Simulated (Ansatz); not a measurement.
# Antimonene bilayer (AA') in a perpendicular field, part 3 of 3

Wanted: the out-of-plane response of the antimonene bilayer (AA'). A positive field points along +c.

Ansatz 0.2.0; plane-wave DFT, PBE-D3(BJ), Ansatz PAW.

So far. Step 10 (Single point, field 0.3 V/Å): The dipole is 0.222 e·Å, and the gap 0.726 eV.

## (11) Single point, field -0.3 V/Å

Input file input.yaml:

```yaml
crystal:
  lattice:
    - [4.0661113559, 0.0, 0.0]
    - [-2.033055678, 3.5213557288, 0.0]
    - [0.0, 0.0, 25.3457985193]
  atoms:
    - { symbol: Sb, position: [0.6666666667, 0.3333333333, 0.3550884378] }
    - { symbol: Sb, position: [0.3333333333, 0.6666666667, 0.4202802487] }
    - { symbol: Sb, position: [0.3333333333, 0.6666666667, 0.5797197513] }
    - { symbol: Sb, position: [0.6666666667, 0.3333333333, 0.6449115622] }
kpoints:
  mp_grid: { grid: [12, 12, 1] }
  band_path:
    path: [[0, 0, 0], [0.5, 0, 0], [0.33333333, 0.33333333, 0], [0, 0, 0]]
    npoints: 16
hamiltonian:
  xc: pbe
  dispersion: d3bj
scf:
  occupations: { method: fermi_dirac, width: 0.02585 }
  convergence: { dr2_threshold: 1.0e-10 }
efield:
  axis: 3
  dipole_correction: true
  ramp_position: 0.9613
  ramp_width: 0.0775
  amplitude: -0.3
output:
  write_potential: true
  write_density: true
  volumetric_format: npy
```

Command:

```bash
$ ansatz run input.yaml --threads 4 --pin off --max-ram 8192MiB --backend cpu --events-out ev --progress --plain --runs-dir out
```

The log of the run:

```text
[...]
Crystal: 4 atoms, lattice volume = 362.907 Å³
Basis set: ecut = 420 eV, 7069 PW (Γ)
Bands: 36, of which v1, the nominal top of the filled ones, is band 30 counted from 1 (29 counted from 0)
Symmetry: 6 space group operations
k-points: 19 of 144 (time reversal used)
[...]
k-point 0: bands = [... 26 lower, -0.1270, -0.1270, 0.1616, 0.1616, 1.5171, 2.0428, 2.6425, 2.6425, ... 2 higher]
  k-point 1: bands = [... 26 lower, -0.5805, -0.3059, -0.1521, -0.0173, 1.9880, 2.4040, 2.5736, 2.8062, ... 2 higher]
  k-point 2: bands = [... 26 lower, -1.1675, -0.7007, -0.4121, -0.1328, 1.5781, 1.9765, 3.1098, 3.1228, ... 2 higher]
  k-point 18: bands = [... 26 lower, -2.3729, -2.1227, -1.7793, -1.5807, 1.0394, 1.5766, 3.0324, 3.0426, ... 2 higher]
[key lines of the parts left out:]
SCF converged after 12 iterations
Free energy (F): -25938.776276 eV
Fermi energy:    0.510480 eV
Dipole field:    D = -0.110505 V/Å  (p = -0.221623 e·Å, saw-weighted, corrected)
```

It took 8.1 s on 4 threads of AMD EPYC 9R14 (Zen 4), shared host; peak memory 0.85 GiB.

The dipole is -0.222 e·Å, and the gap 0.726 eV.

## (12) Atoms held, field 0.4 V/Å

Changes to input.yaml since step 11:

```diff
@@ -24,5 +24,5 @@
   dipole_correction: true
-  ramp_position: 0.9613
-  ramp_width: 0.0775
-  amplitude: -0.3
+  ramp_position: 0.9246
+  ramp_width: 0.1507
+  amplitude: 0.4
 output:
```

The log of the run:

```text
[...]
Crystal: 4 atoms, lattice volume = 362.907 Å³
Basis set: ecut = 420 eV, 7069 PW (Γ)
Bands: 36, of which v1, the nominal top of the filled ones, is band 30 counted from 1 (29 counted from 0)
Symmetry: 6 space group operations
k-points: 19 of 144 (time reversal used)
[...]
k-point 0: bands = [... 26 lower, -0.1779, -0.1779, 0.2020, 0.2020, 1.4819, 2.0663, 2.5933, 2.5933, ... 2 higher]
  k-point 1: bands = [... 26 lower, -0.5372, -0.3568, -0.1454, 0.0231, 1.9436, 2.4180, 2.5389, 2.7574, ... 2 higher]
  k-point 2: bands = [... 26 lower, -1.1836, -0.7516, -0.3717, -0.1233, 1.5346, 2.0076, 3.0259, 3.0627, ... 2 higher]
  k-point 18: bands = [... 26 lower, -2.3947, -2.1759, -1.7363, -1.5695, 1.0050, 1.6003, 3.0098, 3.0171, ... 2 higher]
[key lines of the parts left out:]
SCF converged after 13 iterations
Free energy (F): -25938.802149 eV
Fermi energy:    0.515848 eV
Dipole field:    D = 0.147539 V/Å  (p = 0.295898 e·Å, saw-weighted, corrected)
```

Run time: 8.7 s. Hardware: 4 threads; peak memory 0.85 GiB; 33 s of CPU time.

The dipole is 0.296 e·Å, and the gap 0.656 eV.

## (13) Atoms held, field -0.4 V/Å

Changes to input.yaml since step 12:

```diff
@@ -26,3 +26,3 @@
   ramp_width: 0.1507
-  amplitude: 0.4
+  amplitude: -0.4
 output:
```

The log of the run:

```text
[...]
Crystal: 4 atoms, lattice volume = 362.907 Å³
Basis set: ecut = 420 eV, 7069 PW (Γ)
Bands: 36, of which v1, the nominal top of the filled ones, is band 30 counted from 1 (29 counted from 0)
Symmetry: 6 space group operations
k-points: 19 of 144 (time reversal used)
[...]
k-point 0: bands = [... 26 lower, -0.1786, -0.1786, 0.2013, 0.2013, 1.4813, 2.0657, 2.5926, 2.5926, ... 2 higher]
  k-point 1: bands = [... 26 lower, -0.5378, -0.3574, -0.1460, 0.0225, 1.9429, 2.4174, 2.5383, 2.7568, ... 2 higher]
  k-point 2: bands = [... 26 lower, -1.1843, -0.7523, -0.3723, -0.1240, 1.5339, 2.0069, 3.0254, 3.0621, ... 2 higher]
  k-point 18: bands = [... 26 lower, -2.3953, -2.1766, -1.7370, -1.5701, 1.0044, 1.5997, 3.0092, 3.0165, ... 2 higher]
[key lines of the parts left out:]
SCF converged after 13 iterations
Free energy (F): -25938.802149 eV
Fermi energy:    0.515208 eV
Dipole field:    D = -0.147539 V/Å  (p = -0.295896 e·Å, saw-weighted, corrected)
```

Wall time 8.7 s (4 threads); peak memory 0.85 GiB; 33 s of CPU time.

The dipole is -0.296 e·Å, and the gap 0.656 eV.

## (14) Response, atoms held

This step: plane-wave DFT, PBE-D3(BJ), Ansatz PAW; response to a field along the normal, atoms held (Ansatz 0.2.0).

The dipoles give the slope, and the difference of two potentials shows where the field is screened.

Numbers from this step:

```yaml
equivalent_conductor_thickness_p_eps_0ae: 9.323 Å
distance_between_the_outer_atoms: 7.346 Å
```

Table of dipole of the cell by applied field:

```csv
applied field (V/Å),dipole of the cell (e·Å)
-0.400,-0.296
-0.300,-0.222
-0.200,-0.148
-0.100,-0.0738
-0.050,-0.0369
0.000,6.6e-6
0.050,0.0369
0.100,0.0738
0.200,0.148
0.300,0.222
0.400,0.296
```

Local field over the applied field, running mean. From the potentials at -0.05 and 0.05 V/Å; running mean over 2.8 Å. The local field over applied field by z:

```csv
z (Å),local field over applied field
4.5,0.994
5.0,0.984
5.5,0.961
6.0,0.912
6.5,0.821
7.0,0.686
7.5,0.529
8.0,0.365
8.5,0.211
9.0,0.0902
9.5,0.0252
10.0,0.0105
10.5,0.0414
11.0,0.117
11.5,0.212
12.0,0.291
12.5,0.328
13.0,0.322
13.5,0.271
14.0,0.183
14.5,0.0903
15.0,0.0265
15.5,0.0107
16.0,0.0391
16.5,0.122
17.0,0.256
17.5,0.415
18.0,0.579
18.5,0.731
19.0,0.855
19.5,0.931
20.0,0.970
20.5,0.988
21.0,0.995
```

Electrons, planar mean, per unit field. Table of induced electron density by z:

```csv
z (Å),induced electron density (e/Å³ per V/Å)
4.5,2.6e-5
5.0,6.7e-5
5.5,1.7e-4
6.0,4.0e-4
6.5,8.9e-4
7.0,0.00182
7.5,0.00294
8.0,0.00280
8.5,0.00116
9.0,9.7e-4
9.5,3.0e-4
10.0,-1.3e-4
10.5,-5.8e-4
11.0,-7.6e-4
11.5,-0.00188
12.0,-0.00210
12.5,-6.1e-4
13.0,0.00114
13.5,0.00231
14.0,0.00139
14.5,7.7e-4
15.0,4.1e-4
15.5,-6.1e-6
16.0,-4.5e-4
16.5,-0.00107
17.0,-0.00153
17.5,-0.00310
18.0,-0.00264
18.5,-0.00148
19.0,-7.0e-4
19.5,-3.1e-4
20.0,-1.3e-4
20.5,-5.0e-5
21.0,-1.9e-5
```

The smaller of the gaps on the path and on the k-mesh, counted as 0 under 0.03 eV. The gap by applied field:

```csv
applied field (V/Å),gap (eV)
-0.400,0.656
-0.300,0.726
-0.200,0.791
-0.100,0.847
-0.050,0.869
0.000,0.880
0.050,0.869
0.100,0.847
0.200,0.791
0.300,0.726
0.400,0.656
```

By hand: between -0.05 and 0.05 V/Å the dipole changes by 0.07377 e·Å, a slope of 0.7377 e·Å²/V. A perfect conductor of thickness t has p = ε₀AEt, so t = 180.95 × 0.7377 / 14.318 = 9.32 Å (e/ε₀ = 180.95 V·Å, A in Å²).

The induced dipole is that of a conductor 9.32 Å thick.

## (15) Results

```yaml
gap_without_field: 0.880 eV
ionisation_energy_upper_face: 4.68 eV
electron_affinity_upper_face: 3.80 eV
equivalent_conductor_thickness_atoms_held: 9.32 Å
```

In words: The induced dipole equals that of a perfect conductor 9.32 Å thick, while the outer atoms lie 7.35 Å apart; an out-of-plane ε follows only once a thickness t is chosen, by 1 − 1/ε = 9.32 Å / t. The gap goes from 0.88 eV to 0.66 eV at -0.4 V/Å. With the field reversed it is 0.66 eV at 0.4 V/Å. Semilocal functionals give gaps that are too small, and excitons are not included. Spin-orbit coupling is left out, which matters for the bands of elements this heavy.

[Long decimals in the printed logs are rounded to 6 places.]

[Logs are printed without paths, hosts, clocks, repeated set-up lines and the standing remarks that a program may print on its own settings, such as how far it seeks lower states.]

[Hosts, paths, dates, database ids (printed as entryN), source tags and the programs' standing remarks are cut or masked in the printed files.]

[Maps of the electrostatic potential energy from Ansatz leave out the sawtooth potential of an applied field or a dipole correction, so their vacuum need not be flat; planar profiles and work functions include it.]
